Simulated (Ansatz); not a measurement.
# Phonons of AlN (P6_3mc) against volume, part 3 of 3

Wanted: Grüneisen parameters and pressure coefficients of the modes of AlN (P6_3mc).

Ansatz 0.2.0; DFT LDA, scalar-relativistic, plane waves, PAW; PAW set soft_1.

So far, highest optical mode at the zone centre (no LO-TO term) (cm⁻¹): step 4 (modes at rest) 730.

The database entry behind the starting cell differs from later determinations by our own check (inner coordinate u about 0.002 short), so it need not match the best structure at ambient conditions.

### Step 6. Modes of this member: 1.06 times the volume at rest

The zone-centre modes follow for 1.06 times the volume at rest, with the response to a field.

input.yaml reads:

```yaml
crystal:
  lattice:
    - [3.1455328941, 0.0, 0.0]
    - [-1.572766447, 2.7241113947, 0.0]
    - [0.0, 0.0, 5.0518805088]
  atoms:
    - { symbol: "N", position: [0.3333333333, 0.6666666667, 0.380508276] }
    - { symbol: "N", position: [0.6666666667, 0.3333333333, 0.880508276] }
    - { symbol: Al, position: [0.3333333333, 0.6666666667, -0.000508276] }
    - { symbol: Al, position: [0.6666666667, 0.3333333333, 0.499491724] }
kpoints:
  mp_grid: { grid: [9, 9, 6] }
hamiltonian:
  xc: lda
  pseudopotentials: { kind: paw, azcp: { folder: soft_1 }, xc_functional: pbe }
scf:
  occupations: { method: fixed }
output:
  eigenvalues: true
phonons:
  method: dfpt
  dielectric: true
  rigid_motions: translations
```

Run with:

```bash
$ ansatz run input.yaml --threads 8 --pin off --max-ram 16384MiB --backend cpu --events-out ev --progress --plain --runs-dir out
```

Numbers of over 12 decimals in the logs are rounded to 6 here.

Output:

```text
[...]
Crystal: 4 atoms, lattice volume = 43.288 Å³
Basis set: ecut = 420 eV, 845 PW (Γ), exchange–correlation on 48×48×72 points (8 copies of the dense FFT grid, shifted against one another)
Bands: 12, of which v1, the nominal top of the filled ones, is band 8 counted from 1 (7 counted from 0)
Symmetry: 12 space group operations
k-points: 140 of 486 (irreducible under 2 space group operations, time reversal used)
[...]
SCF iter   1: F=—  HF=-1782.413887 eV  |F-HF|=—  |Δ(HF+E_count)|=         —  Δρ=1.27e-1  dr2=8.75e0  ethr=3.10e-3  ⟨swp⟩=4.8  Hψ=9070  notcnv=0  defer=99
[...]
SCF iter   9: F=-1779.624948 eV  HF=-1779.624948 eV  |F-HF|=2.27e-13  |Δ(HF+E_count)|=  3.05e-11  Δρ=2.69e-8  dr2=1.03e-13  ethr=1.00e-12  ⟨swp⟩=5.0  Hψ=6469  notcnv=0
SCF 1 converged in 9 iterations: F = -1779.624948 eV  dr2 = 1.03e-13
[...]
Bands: 9, of which v1, the nominal top of the filled ones, is band 8 counted from 1 (7 counted from 0)
k-points: 90 of 600 (irreducible under 4 space group operations, time reversal used)
[...]
Eigensolver: Dense (90 Hₖ)
SCF iter   1: F=—  HF=-1779.627171 eV  |F-HF|=—  |Δ(HF+E_count)|=         —  Δρ=3.92e-4  dr2=9.31e-6  ethr=1.00e-1
[...]
SCF iter   4: F=-1779.627172 eV  HF=-1779.627172 eV  |F-HF|=3.88e-10  |Δ(HF+E_count)|=   2.31e-7  Δρ=5.67e-6  dr2=3.73e-9  ethr=6.35e-9
SCF 1 converged in 4 iterations: F = -1779.627172 eV  dr2 = 3.73e-9
[...]
SCF converged after 9 iterations
Free energy (F): -1779.624948 eV
[...]
Internal energy: -1779.624948 eV  (E = F + TS)
E sigma→0 (E₀):  -1779.624948 eV
Fermi energy:    6.454752 eV
[...]
--- Band table (eV; the first three rows and the last of 140) ---
  k-point 0: bands = [... 4 lower, 5.6409, 6.2761, 6.2761, 6.4548, 10.3810, 12.7443, 16.6445, 17.2039]
  k-point 1: bands = [... 4 lower, 5.6813, 5.8564, 6.2314, 6.2314, 10.8743, 12.8126, 16.4718, 17.1790]
  k-point 2: bands = [... 4 lower, 5.7928, 5.7928, 6.1105, 6.1105, 11.8118, 12.8850, 16.1874, 17.1114]
  k-point 139: bands = [... 4 lower, 3.9806, 3.9806, 5.3878, 5.3878, 12.7809, 12.7809, 15.4511, 15.4511]
[...]
ASR residual: 7.486e-7 → 0.000e0 eV/Å²; symmetrization residual: 4.017e-6 eV/Å²
  ASR residual per site (eV/Å²): 7.49e-7 7.49e-7 7.19e-7 7.19e-7
[...]
ε∞ (high-frequency dielectric tensor):
        4.511393    -0.000000     0.000000
       -0.000000     4.511393    -0.000000
        0.000000     0.000000     4.729369
  ε⁰ (static dielectric tensor: ions relaxed, cell fixed):
        8.591258    -0.000000     0.000000
       -0.000000     8.591258    -0.000000
        0.000000    -0.000000    10.178068
  ε⁰ − ε∞ (ionic part):
        4.079865    -0.000000     0.000000
       -0.000000     4.079865    -0.000000
        0.000000    -0.000000     5.448699
[...]
Born effective charges Z* (e; rows j = field, columns β = displacement):
    site 0:
        -2.53279    0.00000   -0.00000
         0.00000   -2.53279    0.00000
        -0.00000    0.00000   -2.68738
    site 1:
        -2.53279    0.00000   -0.00000
         0.00000   -2.53279   -0.00000
        -0.00000   -0.00000   -2.68738
    site 2:
         2.53279   -0.00000    0.00000
        -0.00000    2.53279    0.00000
         0.00000    0.00000    2.68738
    site 3:
         2.53279   -0.00000    0.00000
        -0.00000    2.53279   -0.00000
         0.00000    0.00000    2.68738
  Z* charge neutrality: 1.073e-3 e pre-enforcement
  solved inside a basis spanned on kpoints, on 10×10×6 k-points, its susceptibility summed on 14×14×8: ε∞ is read to err by 1.4e-2, Z* by 9.9e-3 e (field_mesh: kpoints solves on kpoints); Z* is corrected for what the basis lacks
  optical modes at Γ without the LO–TO term, one row a degenerate level:
      ω (cm⁻¹)  modes    IR ((D/Å)²/amu)
        239.65      2             0.0000
        521.76      1             0.0000
        571.67      1            36.1410
        605.31      2             0.0000
        622.65      2            64.2056
        685.58      1             0.0000
  optical modes at Γ + LO–TO along q̂ = [1.0000, 0.0000, 0.0000]:
      ω (cm⁻¹)  modes    IR ((D/Å)²/amu)
        239.65      2             0.0000
        521.76      1             0.0000
        571.67      1            36.1410
        605.31      2             0.0000
        622.65      1            32.1028
        685.58      1             0.0000
        859.24      1            32.1028
  optical modes at Γ + LO–TO along q̂ = [0.0000, 1.0000, 0.0000]:
      ω (cm⁻¹)  modes    IR ((D/Å)²/amu)
        239.65      2             0.0000
        521.76      1             0.0000
        571.67      1            36.1410
        605.31      2             0.0000
        622.65      1            32.1028
        685.58      1             0.0000
        859.24      1            32.1028
  optical modes at Γ + LO–TO along q̂ = [0.0000, 0.0000, 1.0000]:
      ω (cm⁻¹)  modes    IR ((D/Å)²/amu)
        239.65      2             0.0000
        521.76      1             0.0000
        605.31      2             0.0000
        622.65      2            64.2056
        685.58      1             0.0000
        838.65      1            36.1410
```

Run time: 11 s. Hardware: 8 threads of AMD EPYC 7B13 (Zen 3), shared host; peak memory 0.68 GiB.

Numbers from this step:

```
sum-rule residual before enforcement                    : 7.49e-7 eV/Å²
miss of the charge sum rule                             : 0.001073 e
estimated error of the dielectric tensor                : 0.01359
estimated error of the Born charges                     : 0.009949 e
highest optical mode at the zone centre (no LO-TO term) : 685.6 cm⁻¹
lowest optical zone-centre mode                         : 239.7 cm⁻¹
mean high-frequency dielectric constant                 : 4.584
largest Born charge (third of the trace)                : -2.584 e
mean static dielectric constant                         : 9.120
top of the zone-centre spectrum with the field          : 859.2 cm⁻¹
```

Without the LO-TO term. Patterns of degenerate modes are one choice out of their space. The modes at Γ (shares of kinetic energy by element, %):

| mode | frequency (cm⁻¹) | symmetry | N % | Al % |
| --- | --- | --- | --- | --- |
| 1 | 0.0 | acoustic | 34 | 66 |
| 2 | 0.0 | acoustic | 34 | 66 |
| 3 | 0.0 | acoustic | 34 | 66 |
| 4 | 239.7 | E2 | 28 | 72 |
| 5 | 239.7 | E2 | 28 | 72 |
| 6 | 521.8 | B1 | 1 | 99 |
| 7 | 571.7 | A1 | 66 | 34 |
| 8 | 605.3 | E2 | 72 | 28 |
| 9 | 605.3 | E2 | 72 | 28 |
| 10 | 622.6 | E1 | 66 | 34 |
| 11 | 622.6 | E1 | 66 | 34 |
| 12 | 685.6 | B1 | 99 | 1 |

Transverse modes. Infrared lines, with heights relative to the strongest:

| position (cm⁻¹) | label | relative intensity |
| --- | --- | --- |
| 240 | E2 | 0.0 |
| 522 | B1 | 0.0 |
| 572 | A1 | 56 |
| 605 | E2 | 0.0 |
| 623 | E1 | 100 |
| 686 | B1 | 0.0 |

Without the LO-TO term the lowest optical mode is real, 240 cm⁻¹, and the highest lies at 685.6 cm⁻¹.

Between step 4 and this run (volume ratio 1.06) the value for the highest optical mode at the zone centre (no LO-TO term) moves from 730 cm⁻¹ to 686 cm⁻¹ (-6 %).

### Step 7. Relaxation of a member: 0.9 times the volume at rest

The cell is set to 0.9 times the volume at rest, and shape and atoms relax at that volume.

input.yaml, the sections that differ from step 6:

```yaml
crystal:
  lattice:
    - [2.9897412272, 0.0, 0.0]
    - [-1.4948706136, 2.5891918535, 0.0]
    - [0.0, 0.0, 4.748002902]
  atoms:
    - { symbol: "N", position: [0.3333333333, 0.6666666667, 0.3821441257] }
    - { symbol: "N", position: [0.6666666667, 0.3333333333, 0.8821441257] }
    - { symbol: Al, position: [0.3333333333, 0.6666666667, -0.0021441257] }
    - { symbol: Al, position: [0.6666666667, 0.3333333333, 0.4978558743] }
output:
  forces: true
  stress: true
  eigenvalues: true
relax:
  adjacent_minimum: "off"
  f_tol: 0.001
  max_steps: 60
  cell: { stress_tol: 0.01, fix: [volume] }
# kpoints, hamiltonian, scf: as in step 6
# phonons: removed
```

Output:

```text
[...]
Crystal: 4 atoms, lattice volume = 36.754 Å³
Basis set: ecut = 420 eV, 711 PW (Γ)
Bands: 12, of which v1, the nominal top of the filled ones, is band 8 counted from 1 (7 counted from 0)
Symmetry: 12 space group operations
[...]
k-points: 48 of 486 (time reversal used)
[...]
--- Relaxed structure (5 steps of the walk, 5 accepted, 2 SCFs on fresh bases) ---
[...]
cell:  # Å, volume = 36.7544 Å³
    - [2.992776, -1.1219023743189397e-19, 0]
    - [-1.496388, 2.591820, 0]
    - [0, 0, 4.738379]
  atoms:
    - { symbol: N, position: [0.333333, 0.666667, 0.382615] }
    - { symbol: N, position: [0.666667, 0.333333, 0.882615] }
    - { symbol: Al, position: [0.333333, 0.666667, -0.002615] }
    - { symbol: Al, position: [0.666667, 0.333333, 0.497385] }
[key lines of the parts left out:]
SCF converged after 4 iterations
Free energy (F): -1779.396155 eV
Fermi energy:    8.382633 eV
P = ⅓ Tr σ = 26.9896 GPa (269.896 kbar)
```

It took 2.2 s on 8 threads; peak memory 0.43 GiB.

Step by step:

| step | energy less that of the first step (eV) | largest force component (eV/Å) | pressure (GPa) | volume (Å³) |
| --- | --- | --- | --- | --- |
| 1 | 0.0000 | 0.0151 | 27.07 | 36.75 |
| 2 | -0.0001 | 0.0169 | 27.04 | 36.75 |
| 3 | -0.0002 | 0.0076 | 27.00 | 36.75 |
| 4 | -0.0002 | 0.0001 | 26.99 | 36.75 |
| 5* | -0.0002 | 0.0001 | 26.99 | 36.75 |
| 6 | -0.0002 | 0.0000 | 26.99 | 36.75 |
| 7* | -0.0002 | 0.0000 | 26.99 | 36.75 |

Relaxation steps marked * repeat the geometry before them on a plane-wave basis chosen anew for their cell, so energy and pressure can jump there.

The run keeps the 12 symmetry operations that it works with, so distortions that break them were not tested.

| conventional cell, symmetrised | before | after | change |
| --- | --- | --- | --- |
| a (Å) | 2.990 | 2.993 | +0.1 % |
| b (Å) | 2.990 | 2.993 | +0.1 % |
| c (Å) | 4.748 | 4.738 | -0.2 % |
| volume (Å³/atom) | 9.19 | 9.19 | -0.0 % |

Final coordinates:

```
N Al
1.0
     2.99278    0.00000    0.00000
    -1.49639    2.59182    0.00000
     0.00000    0.00000    4.73838
N Al
2 2
Direct
  0.33333 0.66667 0.38262
  0.66667 0.33333 0.88262
  0.33333 0.66667 0.99738
  0.66667 0.33333 0.49738
```

This step gave:

```yaml
pressure: 26.99 GPa
gap_on_the_k_mesh: 4.927 eV
volume_per_atom: 9.189 Å³
```

The largest force component left is 0.0065 meV/Å, at a pressure of 26.99 GPa.

### Step 8. Modes of this member: 0.9 times the volume at rest

The zone-centre modes follow for 0.9 times the volume at rest, with the response to a field.

input.yaml, the sections that differ from step 7:

```yaml
crystal:
  lattice:
    - [2.9927758627, 0.0, 0.0]
    - [-1.4963879314, 2.5918199249, 0.0]
    - [0.0, 0.0, 4.7383789583]
  atoms:
    - { symbol: "N", position: [0.3333333333, 0.6666666667, 0.3826150024] }
    - { symbol: "N", position: [0.6666666667, 0.3333333333, 0.8826150024] }
    - { symbol: Al, position: [0.3333333333, 0.6666666667, -0.0026150024] }
    - { symbol: Al, position: [0.6666666667, 0.3333333333, 0.4973849976] }
output:
  eigenvalues: true
phonons:
  method: dfpt
  dielectric: true
  rigid_motions: translations
# kpoints, hamiltonian, scf: as in step 7
# relax: removed
```

Output:

```text
[...]
Crystal: 4 atoms, lattice volume = 36.754 Å³
Basis set: ecut = 420 eV, 711 PW (Γ), exchange–correlation on 48×48×64 points (8 copies of the dense FFT grid, shifted against one another)
Bands: 12, of which v1, the nominal top of the filled ones, is band 8 counted from 1 (7 counted from 0)
Symmetry: 12 space group operations
k-points: 140 of 486 (irreducible under 2 space group operations, time reversal used)
[...]
optical modes at Γ + LO–TO along q̂ = [1.0000, 0.0000, 0.0000]:
      ω (cm⁻¹)  modes    IR ((D/Å)²/amu)
[...]
optical modes at Γ + LO–TO along q̂ = [0.0000, 1.0000, 0.0000]:
      ω (cm⁻¹)  modes    IR ((D/Å)²/amu)
[...]
optical modes at Γ + LO–TO along q̂ = [0.0000, 0.0000, 1.0000]:
      ω (cm⁻¹)  modes    IR ((D/Å)²/amu)
[...]
789.59      2             0.0000
        790.07      2            62.9067
        820.43      1             0.0000
        985.01      1            36.2394
[key lines of the parts left out:]
SCF converged after 8 iterations
Free energy (F): -1779.396156 eV
Fermi energy:    8.382634 eV
```

The job ended after 9.9 s (8 threads; peak memory 0.64 GiB).

This step gave:

```yaml
sum_rule_residual_before_enforcement: 3.13e-5 eV/Å²
miss_of_the_charge_sum_rule: 0.001268 e
estimated_error_of_the_dielectric_tensor: 0.01197
estimated_error_of_the_born_charges: 0.009422 e
highest_optical_mode_at_the_zone_centre_no_lo_to_term: 820.4 cm⁻¹
lowest_optical_zone_centre_mode: 238.8 cm⁻¹
mean_high_frequency_dielectric_constant: 4.320
largest_born_charge_third_of_the_trace: -2.568 e
mean_static_dielectric_constant: 7.668
top_of_the_zone_centre_spectrum_with_the_field: 1027 cm⁻¹
```

Without the LO-TO term. Patterns of degenerate modes are one choice out of their space. The modes at Γ (shares of kinetic energy by element, %):

| mode | frequency (cm⁻¹) | symmetry | N % | Al % |
| --- | --- | --- | --- | --- |
| 1 | 0.0 | acoustic | 34 | 66 |
| 2 | 0.0 | acoustic | 34 | 66 |
| 3 | 0.0 | acoustic | 34 | 66 |
| 4 | 238.8 | E2 | 31 | 69 |
| 5 | 238.8 | E2 | 31 | 69 |
| 6 | 599.5 | B1 | 3 | 97 |
| 7 | 707.9 | A1 | 66 | 34 |
| 8 | 789.6 | E2 | 69 | 31 |
| 9 | 789.6 | E2 | 69 | 31 |
| 10 | 790.1 | E1 | 66 | 34 |
| 11 | 790.1 | E1 | 66 | 34 |
| 12 | 820.4 | B1 | 97 | 3 |

Transverse modes. Lines of the infrared spectrum (strongest = 100):

| position (cm⁻¹) | lines merged | relative intensity |
| --- | --- | --- |
| 239 | 1 | 0.0 |
| 600 | 1 | 0.0 |
| 708 | 1 | 58 |
| 790 | 2 | 100 |
| 820 | 1 | 0.0 |

Without the LO-TO term the lowest optical mode is real, 239 cm⁻¹, and the highest lies at 820.4 cm⁻¹.

Between step 4 and this run (volume ratio 0.9) the value for the highest optical mode at the zone centre (no LO-TO term) moves from 730 cm⁻¹ to 820 cm⁻¹ (+12 %).

### Step 9. All members side by side

The members are set side by side, also those not shown above.

Each row is one cell with its response, relaxed at fixed volume as far as symmetry leaves anything free; energies are extrapolated to zero smearing, and E0 is that at rest; the axis is the Cartesian z axis of the cell; shape and atoms are relaxed in each cell where symmetry leaves them free. State of the crystal along the series:

| volume ratio | V (Å³/atom) | pressure (GPa) | E - E0 (meV/atom) | first cell vector (Å) | third cell vector (Å) | gap on mesh (eV) | ε∞ along the axis | ε∞ across the axis, mean | ε0 along the axis | ε0 across the axis, mean | largest Born charge in size, a third of the trace (e) | top mode with the field, highest of q along x, y and z (cm⁻¹) |
| --- | --- | --- | --- | --- | --- | --- | --- | --- | --- | --- | --- | --- |
| 0.9 | 9.189 | 26.99 | 79.15 | 2.993 | 4.738 | 4.927 | 4.483 | 4.239 | 8.679 | 7.163 | 2.568 | 1027 |
| 0.92 | 9.393 | 20.51 | 48.95 | 3.012 | 4.783 | 4.93 | 4.506 | 4.268 | 8.812 | 7.324 | 2.57 | 1003 |
| 0.94 | 9.597 | 14.62 | 26.59 | 3.031 | 4.825 | 4.931 | 4.532 | 4.299 | 8.964 | 7.488 | 2.572 | 979.9 |
| 0.96 | 9.801 | 9.27 | 11.44 | 3.05 | 4.866 | 4.761 | 4.56 | 4.331 | 9.132 | 7.657 | 2.574 | 957.9 |
| 0.98 | 10.01 | 4.409 | 2.767 | 3.069 | 4.905 | 4.587 | 4.59 | 4.364 | 9.315 | 7.832 | 2.576 | 936.7 |
| 0.99 | 10.11 | 2.149 | 0.6832 | 3.079 | 4.924 | 4.501 | 4.605 | 4.381 | 9.411 | 7.922 | 2.577 | 926.4 |
| 1 | 10.21 | -0.002424 | 0 | 3.089 | 4.943 | 4.416 | 4.621 | 4.399 | 9.511 | 8.013 | 2.578 | 916.3 |
| 1.02 | 10.41 | -4.009 | 2.602 | 3.108 | 4.98 | 4.248 | 4.655 | 4.435 | 9.72 | 8.2 | 2.58 | 896.6 |
| 1.04 | 10.62 | -7.647 | 10.07 | 3.127 | 5.016 | 4.085 | 4.691 | 4.472 | 9.943 | 8.392 | 2.582 | 877.6 |
| 1.06 | 10.82 | -10.95 | 21.95 | 3.146 | 5.052 | 3.926 | 4.729 | 4.511 | 10.18 | 8.591 | 2.584 | 859.2 |

Without the LO-TO term; each mode is tracked from rest by its pattern, and modes that stay within 0.3 cm⁻¹ of each other stand once; shape and atoms are relaxed in each cell where symmetry leaves them free. Optical modes along the series:

| V (Å³/atom) | mode 4 E2 (cm⁻¹) | mode 6 B1 (cm⁻¹) | mode 7 A1 (cm⁻¹) | mode 8 E2 (cm⁻¹) | mode 10 E1 (cm⁻¹) | mode 12 B1 (cm⁻¹) |
| --- | --- | --- | --- | --- | --- | --- |
| 9.189 | 238.8 | 599.5 | 707.9 | 789.6 | 790.1 | 820.4 |
| 9.393 | 238.7 | 591.3 | 690.6 | 762.9 | 765.7 | 800.7 |
| 9.597 | 238.9 | 582.5 | 673 | 737.5 | 742.5 | 781.7 |
| 9.801 | 239.1 | 573.3 | 655.4 | 713.2 | 720.4 | 763.6 |
| 10.01 | 239.3 | 563.6 | 638 | 689.9 | 699.2 | 746.3 |
| 10.11 | 239.4 | 558.6 | 629.5 | 678.6 | 688.9 | 737.9 |
| 10.21 | 239.5 | 553.6 | 620.9 | 667.5 | 678.9 | 729.8 |
| 10.41 | 239.7 | 543.2 | 604.1 | 646 | 659.4 | 714.2 |
| 10.62 | 239.7 | 532.6 | 587.7 | 625.3 | 640.7 | 699.5 |
| 10.82 | 239.7 | 521.8 | 571.7 | 605.3 | 622.6 | 685.6 |

From cubic fits (parabolas where under five rows exist) of ln ω and P against ln V through the rows within about 4 % of rest: γ = −d ln ω / d ln V and dω/dP = γ ω / B. Slopes at rest:

| mode | fitted frequency at rest (cm⁻¹) | Grüneisen parameter γ | dω/dP (cm⁻¹/GPa) |
| --- | --- | --- | --- |
| mode 4 E2 | 239.5 | -0.04 | -0.04 |
| mode 6 B1 | 553.5 | 0.92 | 2.43 |
| mode 7 A1 | 620.9 | 1.36 | 4.04 |
| mode 8 E2 | 667.5 | 1.64 | 5.22 |
| mode 10 E1 | 678.9 | 1.46 | 4.73 |
| mode 12 B1 | 729.8 | 1.09 | 3.81 |

### Step 10. Summary of results

| Quantity | Value |
| --- | --- |
| members | 10 |
| highest optical mode at the zone centre (no LO-TO term), at rest | 729.8 cm⁻¹ |
| bulk modulus at rest | 209 GPa |
| mode 7 A1, γ | 1.36 |
| mode 8 E2, γ | 1.64 |
| mode 10 E1, γ | 1.46 |
| mode 12 B1, γ | 1.09 |

In words: The series spans -10.9 to 27.0 GPa, and the slope at rest gives a bulk modulus of 209 GPa. Among the modes in the table of slopes γ runs from -0.04 (mode 4 E2) to 1.64 (mode 8 E2). A negative γ means that the mode softens under pressure. ε∞ along z is 4.62 at rest, with d ln ε∞ / d ln V = 0.36. One k mesh and one cutoff serve the ground states and modes of all volumes; the field response picks its own mesh. These are harmonic frequencies at zero temperature: anharmonic shifts, linewidths and thermal expansion are left out. The PAW files were made for PBE; the program adapts parts of them to the functional of the run, but their partial waves stay those of PBE, an approximation that was not tested in this session. Only the zone centre was solved, so an instability at another wavevector cannot show here.

[Logs are printed without paths, hosts, clocks, repeated set-up lines and the standing remarks that a program may print on its own settings, such as how far it seeks lower states.]

[Hosts, paths, dates, database ids (printed as entryN), source tags and the programs' standing remarks are cut or masked in the printed files.]
